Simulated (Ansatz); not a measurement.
## linear Ru chain under tension and compression

Does stretching change the magnetism or the channel count of the linear Ru chain?

Main program and level: Ansatz 0.2.0; DFT PBE, plane waves, PAW; relaxation of a chain's period, in the first sound run; inputs show where later runs differ.

## (1) The starting structure

The cell holds 1 atom: 1 Ru. Its edges and angles: a = 7.500 Å, b = 7.500 Å, c = 2.716 Å, α = 90.0°, β = 90.0°, γ = 90.0°. Vacuum lies along a and b. The structure's axis is c.

## (2) Relaxation of atoms and period

Band widths follow the bond lengths, so the chain is relaxed first. The atoms and the third cell vector are free; the box across stays fixed as vacuum. Moments are seeded so that a magnetic state can form if it lies lower. A Fermi-Dirac smearing is set since the result may be a metal. The pressure printed is a third of the stress's trace over the whole box, vacuum included; only the stress along the axis is relaxed.

input.yaml

```yaml
crystal:
  lattice:
    - [7.5, 0.0, 0.0]
    - [0.0, 7.5, 0.0]
    - [0.0, 0.0, 2.7156]
  atoms:
    - { symbol: Ru, position: [0.5, 0.5, 0.0], spin: 2.0 }
magnetization:
  spin_polarized: true
kpoints:
  mp_grid: { grid: [1, 1, 30] }
scf:
  occupations: { method: fermi_dirac, width: 0.05 }
hamiltonian:
  xc: pbe
relax:
  cell: { fix: [a, b, alpha, beta, gamma] }
  max_steps: 60
```

On the command line:

```
ansatz run input.yaml --threads 4 --pin off --max-ram 8192MiB --backend cpu --events-out ev --progress --plain --runs-dir out
```

Numbers of over 12 decimals in the logs are rounded to 6 here.

Output:

```text
Engine: ansatz 0.2.0, x86_64-unknown-linux-gnu
Pseudopotentials: kind: paw
Pseudopotential: Ru, paw, valence charge 16, recommended cutoff 420 eV (normal), Ru.paw.azcp
Functional definition: PBE
  parameter kappa = 0.804
  parameter beta = 0.066725
  exchange = pbe_x(kappa = kappa, mu = beta*pi^2/3)
  correlation = pbe_c(beta = beta)
Crystal: 1 atoms, lattice volume = 152.752 Å³
Basis set: ecut = 420 eV, 3033 PW (Γ), exchange–correlation on 108×108×40 points (8 copies of the dense FFT grid, shifted against one another)
Bands: 13, of which v1, the nominal top of the filled ones, is band 8 counted from 1 (7 counted from 0)
Symmetry: 16 space group operations
Space group: P4/mmm (ITA 123), of the structure as read, at distance tolerance 5.3e-5 Å
Magnetic group: BNS 123.339 (UNI 999), of the structure as read, at distance tolerance 5.3e-5 Å
k-points: 16 of 30
Non-local potential: Ru, projectors of the file, l = 0: 3, l = 1: 2, l = 2: 2, l = 3: 1
PAW form: soft (Blöchl's): semilocal exchange-correlation on the pseudo side does not see the compensation charge
PAW one-centre angular grid: Ru, 590 points (default); XC on 64 Gauss nodes
Initial density: superposition of atomic densities (neutral atoms: chi_scale 0, normalization atom)
Starting moments: Σ|m| = 2 μB on 1 of 1 site
Initial wavefunctions: pseudopotential atomic-orbital guess
Functional: x = pbe(κ = 0.804, μ = 0.219515), c = pbe(β = 0.066725)
iter 1 solved again at ethr=1.74e-3 eV; its pass at ethr=3.10e-3 eV (dr2=2.79e-1 eV) is discarded
SCF iter   1: F=—  HF=-5873.707884 eV  |F-HF|=—  |Δ(HF+E_count)|=         —  Δρ=1.26e-2 (↑8.69e-3 ↓1.26e-2)  dr2=2.84e-1  dr2_m=1.08e-1  M=2.227 μB ∫|m|=2.227 μB  β_m=0.30  ethr=1.74e-3  ⟨swp⟩=1.0  Hψ=2732  notcnv=0
Mixer restart at iter 1: flushing history
preconditioner: auto → LDOS  [metal: Δε(μ)=0.014 eV  Ē_g=4.750 eV  σ=0.050 eV  W_gap=0.07  n_scr=12 (ndim 8)  ℏωp=8.5 eV  f_vac=0.662  D(μ)=5.46/eV (n_scr^D=38)]
spin=Collinear: LDOS preconditioning applied to the charge; magnetization (m = ρ↑ − ρ↓) channel mixes plain (no charge-response kernel on spin).
SCF iter   2: F=—  HF=-5873.880151 eV  |F-HF|=—  |Δ(HF+E_count)|=         —  Δρ=2.19e-2 (↑1.48e-2 ↓2.19e-2)  dr2=2.23e-1  dr2_m=4.11e-1  M=3.095 μB ∫|m|=3.095 μB  β_m=1.00  ethr=1.74e-3  ⟨swp⟩=2.0  Hψ=492  notcnv=0
Mixer restart at iter 2: flushing history
SCF iter   3: F=—  HF=-5873.812333 eV  |F-HF|=—  |Δ(HF+E_count)|=   6.78e-2  Δρ=3.27e-3 (↑3.27e-3 ↓2.89e-3)  dr2=1.80e-2  dr2_m=5.02e-3  M=3.142 μB ∫|m|=3.143 μB  β_m=0.30  ethr=3.13e-4  ⟨swp⟩=3.0  Hψ=1033  notcnv=0
SCF iter   4: F=—  HF=-5873.820023 eV  |F-HF|=—  |Δ(HF+E_count)|=   7.69e-3  Δρ=2.26e-3 (↑2.26e-3 ↓2.00e-3)  dr2=7.63e-3  dr2_m=3.06e-3  M=3.151 μB ∫|m|=3.151 μB  β_m=0.60  ethr=1.12e-4  ⟨swp⟩=2.1  Hψ=736  notcnv=0  defer=2
SCF iter   5: F=—  HF=-5873.830996 eV  |F-HF|=—  |Δ(HF+E_count)|=   1.10e-2  Δρ=5.03e-4 (↑5.03e-4 ↓4.70e-4)  dr2=7.80e-4  dr2_m=2.12e-4  M=3.173 μB ∫|m|=3.173 μB  β_m=0.76  ethr=4.77e-5  ⟨swp⟩=2.8  Hψ=783  notcnv=0  defer=2
SCF iter   6: F=—  HF=-5873.831740 eV  |F-HF|=—  |Δ(HF+E_count)|=   7.44e-4  Δρ=9.34e-5 (↑9.34e-5 ↓8.37e-5)  dr2=5.72e-5  dr2_m=3.96e-6  M=3.181 μB ∫|m|=3.182 μB  β_m=0.84  ethr=4.87e-6  ⟨swp⟩=2.0  Hψ=702  notcnv=0  defer=2
SCF iter   7: F=—  HF=-5873.831743 eV  |F-HF|=—  |Δ(HF+E_count)|=   3.31e-6  Δρ=5.34e-5 (↑3.29e-5 ↓5.34e-5)  dr2=1.61e-5  dr2_m=6.39e-7  M=3.182 μB ∫|m|=3.182 μB  β_m=0.86  ethr=3.57e-7  ⟨swp⟩=2.3  Hψ=771  notcnv=0  defer=2
SCF iter   8: F=—  HF=-5873.831741 eV  |F-HF|=—  |Δ(HF+E_count)|=   1.57e-6  Δρ=1.31e-5 (↑8.89e-6 ↓1.31e-5)  dr2=3.69e-7  dr2_m=8.54e-8  M=3.182 μB ∫|m|=3.182 μB  β_m=0.89  ethr=1.00e-7  ⟨swp⟩=2.2  Hψ=615  notcnv=0  defer=2
SCF iter   9: F=—  HF=-5873.831742 eV  |F-HF|=—  |Δ(HF+E_count)|=   5.90e-7  Δρ=3.02e-6 (↑1.98e-6 ↓3.02e-6)  dr2=9.68e-9  dr2_m=6.06e-9  M=3.182 μB ∫|m|=3.182 μB  β_m=0.95  ethr=2.31e-9  ⟨swp⟩=2.6  Hψ=728  notcnv=0  defer=2
SCF iter  10: F=-5873.831742 eV  HF=-5873.831742 eV  |F-HF|=5.36e-10  |Δ(HF+E_count)|=   3.01e-8  Δρ=8.49e-7 (↑3.33e-7 ↓8.49e-7)  dr2=4.36e-10  dr2_m=4.07e-10  M=3.182 μB ∫|m|=3.182 μB  ethr=6.05e-11  ⟨swp⟩=2.1  Hψ=1421  notcnv=0
SCF 1 converged in 10 iterations: F = -5873.831742 eV  dr2 = 4.36e-10
  greatest PAW one-centre occupation: 1.002 electrons in one spin orbital (limit 2), on the Ru atom at site 0 (counted from 0), in its partial waves of l = 0
relax step   1: F+E_penalty+E_count = -5873.83174208 eV  Δ(F+E_penalty+E_count) = +0.000e0 eV  max|allowed force component| = 0.000e0 eV/Å  Δτ_max = 0.0000 Å  P = -1.458 GPa  Ω = 152.752 Å³  fix = [a, b, alpha, beta, gamma]  reactions: a -0.185, b -0.185 GPa  (10 SCF iters, dr2 threshold 1.00e-7 eV, accepted)
Crystal: 1 atoms, lattice volume = 145.306 Å³
Basis set: ecut = 420 eV, 2857 PW (Γ), exchange–correlation on 108×108×40 points (8 copies of the dense FFT grid, shifted against one another)
Initial density: handed on by an earlier stage of this run
Starting moments: Σ|m| = 2 μB on 1 of 1 site; this step starts from the density that it was given
Initial wavefunctions: those handed on with the density
iter 1 solved again at ethr=1.32e-4 eV; its pass at ethr=3.10e-3 eV (dr2=2.12e-2 eV) is discarded
SCF iter   1: F=—  HF=-5874.027241 eV  |F-HF|=—  |Δ(HF+E_count)|=         —  Δρ=8.48e-3 (↑8.48e-3 ↓4.96e-3)  dr2=2.21e-2  dr2_m=5.55e-2  M=2.792 μB ∫|m|=2.792 μB  β_m=0.30  ethr=1.32e-4  ⟨swp⟩=1.5  Hψ=3045  notcnv=0
preconditioner: auto → LDOS  [metal: Δε(μ)=0.025 eV  Ē_g=5.247 eV  σ=0.050 eV  W_gap=0.12  n_scr=20 (ndim 8)  ℏωp=8.7 eV  f_vac=0.676  D(μ)=3.26/eV (n_scr^D=20)]
spin=Collinear: LDOS preconditioning applied to the charge; magnetization (m = ρ↑ − ρ↓) channel mixes plain (no charge-response kernel on spin).
SCF iter   2: F=—  HF=-5874.014567 eV  |F-HF|=—  |Δ(HF+E_count)|=   1.27e-2  Δρ=5.96e-3 (↑5.96e-3 ↓3.76e-3)  dr2=8.74e-3  dr2_m=2.91e-2  M=2.786 μB ∫|m|=2.786 μB  β_m=0.65  ethr=1.32e-4  ⟨swp⟩=2.0  Hψ=517  notcnv=0
SCF iter   3: F=—  HF=-5874.005019 eV  |F-HF|=—  |Δ(HF+E_count)|=   9.55e-3  Δρ=9.07e-4 (↑9.07e-4 ↓7.37e-4)  dr2=9.33e-5  dr2_m=8.58e-4  M=2.740 μB ∫|m|=2.740 μB  β_m=0.82  ethr=5.46e-5  ⟨swp⟩=3.0  Hψ=733  notcnv=0
SCF iter   4: F=—  HF=-5874.005185 eV  |F-HF|=—  |Δ(HF+E_count)|=   1.67e-4  Δρ=2.46e-4 (↑2.33e-4 ↓2.46e-4)  dr2=1.06e-5  dr2_m=7.25e-5  M=2.714 μB ∫|m|=2.714 μB  β_m=0.91  ethr=5.83e-7  ⟨swp⟩=2.2  Hψ=823  notcnv=0
[...]
relax step   3: F+E_penalty+E_count = -5874.31308930 eV  Δ(F+E_penalty+E_count) = -3.079e-1 eV  max|allowed force component| = 0.000e0 eV/Å  Δτ_max = 0.0000 Å  P = -2.407 GPa  Ω = 137.859 Å³  energy of the carried Pulay correction = +5.287e-4 eV  fix = [a, b, alpha, beta, gamma]  reactions: a -0.182, b -0.182 GPa  (9 SCF iters, dr2 threshold 1.00e-7 eV, accepted)
[...]
relax step   4: F+E_penalty+E_count = -5874.58546465 eV  Δ(F+E_penalty+E_count) = -2.724e-1 eV  max|allowed force component| = 0.000e0 eV/Å  Δτ_max = 0.0000 Å  P = -1.631 GPa  Ω = 130.412 Å³  energy of the carried Pulay correction = +8.260e-4 eV  fix = [a, b, alpha, beta, gamma]  reactions: a -0.184, b -0.184 GPa  (9 SCF iters, dr2 threshold 1.00e-7 eV, accepted)
[...]
relax step   5: F+E_penalty+E_count = -5874.68962634 eV  Δ(F+E_penalty+E_count) = -1.042e-1 eV  max|allowed force component| = 0.000e0 eV/Å  Δτ_max = 0.0000 Å  P = +0.130 GPa  Ω = 122.966 Å³  energy of the carried Pulay correction = +1.147e-3 eV  fix = [a, b, alpha, beta, gamma]  reactions: a -0.186, b -0.186 GPa  (8 SCF iters, dr2 threshold 1.00e-7 eV, accepted)
[...]
relax step   6: F+E_penalty+E_count = -5874.69113999 eV  Δ(F+E_penalty+E_count) = -1.514e-3 eV  max|allowed force component| = 0.000e0 eV/Å  Δτ_max = 0.0000 Å  P = -0.217 GPa  Ω = 124.040 Å³  energy of the carried Pulay correction = +1.099e-3 eV  fix = [a, b, alpha, beta, gamma]  reactions: a -0.186, b -0.186 GPa  (8 SCF iters, dr2 threshold 1.00e-7 eV, accepted)
[...]
relax step   7: F+E_penalty+E_count = -5874.69141333 eV  Δ(F+E_penalty+E_count) = -2.733e-4 eV  max|allowed force component| = 0.000e0 eV/Å  Δτ_max = 0.0000 Å  P = -0.128 GPa  Ω = 123.753 Å³  energy of the carried Pulay correction = +1.112e-3 eV  fix = [a, b, alpha, beta, gamma]  reactions: a -0.186, b -0.186 GPa  (5 SCF iters, dr2 threshold 1.00e-7 eV, accepted)
Basis set: ecut = 420 eV, 2447 PW (Γ), exchange–correlation on 108×108×30 points (8 copies of the dense FFT grid, shifted against one another)
Initial wavefunctions: pseudopotential atomic-orbital guess (no wavefunctions were taken with the density)
iter 1 solved again at ethr=4.03e-7 eV; its pass at ethr=3.10e-3 eV (dr2=6.44e-5 eV) is discarded
SCF iter   1: F=—  HF=-5874.689096 eV  |F-HF|=—  |Δ(HF+E_count)|=         —  Δρ=1.85e-4 (↑1.67e-4 ↓1.85e-4)  dr2=3.48e-5  dr2_m=7.69e-7  M=0.967 μB ∫|m|=0.972 μB  β_m=0.65  ethr=4.03e-7  ⟨swp⟩=3.2  Hψ=3513  notcnv=0
preconditioner: auto → Resta (q_TF=auto, 1.940 Å⁻¹)  ε∞=3.1  [insulator: Δε(μ)=0.129 eV  Ē_g=6.542 eV  σ=0.050 eV  W_gap=0.53  n_scr=20 (ndim 8)  ℏωp=9.4 eV  f_vac=0.679  D(μ)=1.95/eV (n_scr^D=12)  ε∞_Penn≈3.1  vacuum switching on, ρ_ref=3.1e-3 e/Å³]
spin=Collinear: Resta preconditioning applied to the charge; magnetization (m = ρ↑ − ρ↓) channel mixes plain (no charge-response kernel on spin).
SCF iter   2: F=—  HF=-5874.689103 eV  |F-HF|=—  |Δ(HF+E_count)|=   6.96e-6  Δρ=6.46e-5 (↑6.46e-5 ↓6.37e-5)  dr2=8.39e-6  dr2_m=3.44e-8  M=0.967 μB ∫|m|=0.972 μB  β_m=0.44  ethr=2.18e-7  ⟨swp⟩=2.9  Hψ=683  notcnv=0
SCF iter   3: F=—  HF=-5874.689107 eV  |F-HF|=—  |Δ(HF+E_count)|=   4.23e-6  Δρ=4.38e-5 (↑4.21e-5 ↓4.38e-5)  dr2=1.66e-6  dr2_m=2.09e-8  M=0.967 μB ∫|m|=0.972 μB  β_m=0.70  ethr=5.24e-8  ⟨swp⟩=2.2  Hψ=555  notcnv=0
SCF iter   4: F=—  HF=-5874.689115 eV  |F-HF|=—  |Δ(HF+E_count)|=   7.40e-6  Δρ=1.41e-5 (↑4.69e-6 ↓1.41e-5)  dr2=3.14e-7  dr2_m=7.42e-8  M=0.968 μB ∫|m|=0.972 μB  β_m=0.85  ethr=1.04e-8  ⟨swp⟩=2.0  Hψ=547  notcnv=0
SCF iter   5: F=—  HF=-5874.689116 eV  |F-HF|=—  |Δ(HF+E_count)|=   1.03e-6  Δρ=4.50e-6 (↑1.61e-6 ↓4.50e-6)  dr2=2.53e-8  dr2_m=9.40e-9  M=0.968 μB ∫|m|=0.972 μB  β_m=0.93  ethr=1.96e-9  ⟨swp⟩=2.8  Hψ=671  notcnv=0
SCF iter   6: F=—  HF=-5874.689116 eV  |F-HF|=—  |Δ(HF+E_count)|=   3.75e-8  Δρ=6.81e-7 (↑4.01e-7 ↓6.81e-7)  dr2=1.38e-9  dr2_m=5.97e-11  M=0.968 μB ∫|m|=0.972 μB  β_m=0.96  ethr=1.58e-10  ⟨swp⟩=2.7  Hψ=715  notcnv=0
SCF iter   7: F=—  HF=-5874.689116 eV  |F-HF|=—  |Δ(HF+E_count)|=   2.71e-9  Δρ=8.54e-8 (↑5.52e-8 ↓8.54e-8)  dr2=1.75e-11  dr2_m=1.54e-12  M=0.968 μB ∫|m|=0.972 μB  β_m=0.98  ethr=8.64e-12  ⟨swp⟩=2.2  Hψ=632  notcnv=0
SCF iter   8: F=—  HF=-5874.689116 eV  |F-HF|=—  |Δ(HF+E_count)|=   3.04e-7  Δρ=1.19e-7 (↑1.19e-7 ↓1.10e-7)  dr2=1.60e-11  dr2_m=9.51e-13  M=0.968 μB ∫|m|=0.972 μB  β_m=0.99  ethr=1.00e-12  ⟨swp⟩=2.6  Hψ=688  notcnv=0
SCF iter   9: F=—  HF=-5874.689116 eV  |F-HF|=—  |Δ(HF+E_count)|=  1.18e-11  Δρ=7.50e-8 (↑7.50e-8 ↓6.71e-8)  dr2=7.04e-12  dr2_m=2.44e-13  M=0.968 μB ∫|m|=0.972 μB  β_m=1.00  ethr=1.00e-12  ⟨swp⟩=1.0  Hψ=416  notcnv=0
SCF iter  10: F=-5874.689116 eV  HF=-5874.689116 eV  |F-HF|=1.82e-12  |Δ(HF+E_count)|=  3.00e-11  Δρ=3.20e-8 (↑3.20e-8 ↓3.19e-8)  dr2=2.35e-12  dr2_m=4.05e-14  M=0.968 μB ∫|m|=0.972 μB  ethr=1.00e-12  ⟨swp⟩=4.3  Hψ=1626  notcnv=0
SCF 8 converged in 10 iterations: F = -5874.689116 eV  dr2 = 2.35e-12
relax step   8: F+E_penalty+E_count = -5874.68911598 eV  Δ(F+E_penalty+E_count) = +2.297e-3 eV  max|allowed force component| = 0.000e0 eV/Å  Δτ_max = 0.0000 Å  P = -0.130 GPa  Ω = 123.753 Å³  fix = [a, b, alpha, beta, gamma]  reactions: a -0.188, b -0.188 GPa  stress off target by 1.33e-2 GPa on what of the cell is left free  SCF on the basis re-selected at this cell (its energy is not comparable with the rows above)  (10 SCF iters)
basis re-selected at this cell: Δ(F+E_penalty+E_count) = +2.297e-3 eV, ΔP = -0.002 GPa vs the last step (what re-selecting the basis moved, of the pressure what is left beyond the Pulay correction that the steps carried, after the strain that the cell walked since its last selection, with what the two solves' SCF thresholds leave and, on support functions, any second-order correction that the steps lacked; it is no measure of the basis error at this ecutwfc). The dense FFT grid was sized anew with the basis: this SCF ran on 54×54×15 points, the steps before it on 54×54×20, so part of this shift can come from that change (see relax.cell in the input reference). [rest of the remark cut]
SCF converged after 10 iterations
Magnetization: 0.9677 μB (8.4839 up, 7.5161 down)
Absolute magnetization: 0.9702 μB (∫|ρ↑−ρ↓|, with the PAW one-centre terms)
Spin contamination: 0.0019 ħ² per cell (⟨S²⟩ above its minimum at these occupations)
Per-site moments (μB) at R_I (Å): [(0.701391, 0.907520)]
Free energy (F): -5874.689116 eV
Harris-Foulkes:  -5874.689116 eV  (|F-HF|=1.82e-12)
Internal energy: -5874.672862 eV  (E = F + TS)
E sigma→0 (E₀):  -5874.680989 eV
Entropy (-TS):   -0.016254 eV (-16.254 meV/atom)
Fermi energy:    -1.882732 eV
--- Per-component energies (eV) ---
  E_band       = -444.015475
  E_kinetic    = 515.900515
  E_local      = -4659.008568  (includes V_loc(G=0)·N_el)
  E_nonlocal   = 348.845771
  E_hartree    = 1904.965234
  E_xc         = -186.872705
  E_vxc        = -233.989794  (∫ρ·V_xc dr)
  E_paw        = -3463.323211  (= ΣΔE_a)
  E_vpaw       = -225.693612  (= ΣTr[D̂ρ^β])
  E_aug_tail   = -0.000166  (compensation charges beyond the density's cutoff)
  E_ewald      = -335.179732
  E_smearing   = -0.016254  (= −TS)
  E_closure    = 0.000000  (closes the sum)
  Σ components = -5874.689116   (vs F -5874.689116, Δ=0.00e0)
--- Forces (eV/Å), atoms counted from 1 ---
  atom   1  Ru    -0.00000000    -0.00000000     0.00000000
  max |Σ_I F_I| component: 6.31e-29 eV/Å
--- Stress (GPa, compression-positive) ---
       -0.187999      -0.000000       0.000000
       -0.000000      -0.187999      -0.000000
        0.000000      -0.000000      -0.013340
  P = ⅓ Tr σ = -0.1298 GPa (-1.298 kbar)
--- Relaxed structure (7 steps of the walk, 7 accepted, 1 SCFs on fresh bases) ---
  F+E_penalty+E_count = -5874.68911598 eV   max|allowed force component| = 0.000e0 eV/Å   (the final SCF, on the basis selected at the relaxed cell)
  cell:  # Å, volume = 123.7527 Å³
    - [7.5, 0, 0]
    - [0, 7.5, 0]
    - [0, 0, 2.200048]
  atoms:
    - { symbol: Ru, position: [0.5, 0.5, 0.0] }
```

Elapsed: 29 s, on 4 threads of AMD EPYC 7R43, shared host; peak memory 0.5 GiB.

Relaxation path:

| step | energy less that of the first step (eV) | largest force component (eV/Å) | pressure (GPa) | volume (Å³) |
| --- | --- | --- | --- | --- |
| 1 | 0.0000 | 0.0000 | -1.46 | 152.75 |
| 2 | -0.1735 | 0.0000 | -1.63 | 145.31 |
| 3 | -0.4813 | 0.0000 | -2.41 | 137.86 |
| 4 | -0.7537 | 0.0000 | -1.63 | 130.41 |
| 5 | -0.8579 | 0.0000 | 0.13 | 122.97 |
| 6 | -0.8594 | 0.0000 | -0.22 | 124.04 |
| 7 | -0.8597 | 0.0000 | -0.13 | 123.75 |
| 8* | -0.8574 | 0.0000 | -0.13 | 123.75 |

Relaxation steps marked * repeat the geometry before them on a plane-wave basis chosen anew for their cell, so energy and pressure can jump there.

| cell as run | before | after | change |
| --- | --- | --- | --- |
| c (Å) | 2.716 | 2.200 | -19.0 % |

Final coordinates:

```xyz
1
Lattice="7.5000 0.0000 0.0000 0.0000 7.5000 0.0000 0.0000 0.0000 2.2000" Properties=species:S:1:pos:R:3
Ru    3.7500    3.7500    0.0000
```

This step gave:

```
energy at zero smearing    : -5874.6810 eV
total moment               : 0.9677 μB
absolute moment            : 0.9702 μB
cell length along the wire : 2.200 Å
```

Site moment by atom:

| atom | site moment (μB) |
| --- | --- |
| Ru1 | 0.701 |

The cell's length comes to 2.200 Å with an absolute moment of 0.97 μB a cell. That is -19 % against the start, more than a small adjustment.

The cell shrank by 19.0 % in its periodic edges.

(Part 1 of 3 ends here.)

[Logs are printed without paths, hosts, clocks, repeated set-up lines and the standing remarks that a program may print on its own settings, such as how far it seeks lower states.]

[Hosts, paths, dates, database ids (printed as entryN), source tags and the programs' standing remarks are cut or masked in the printed files.]
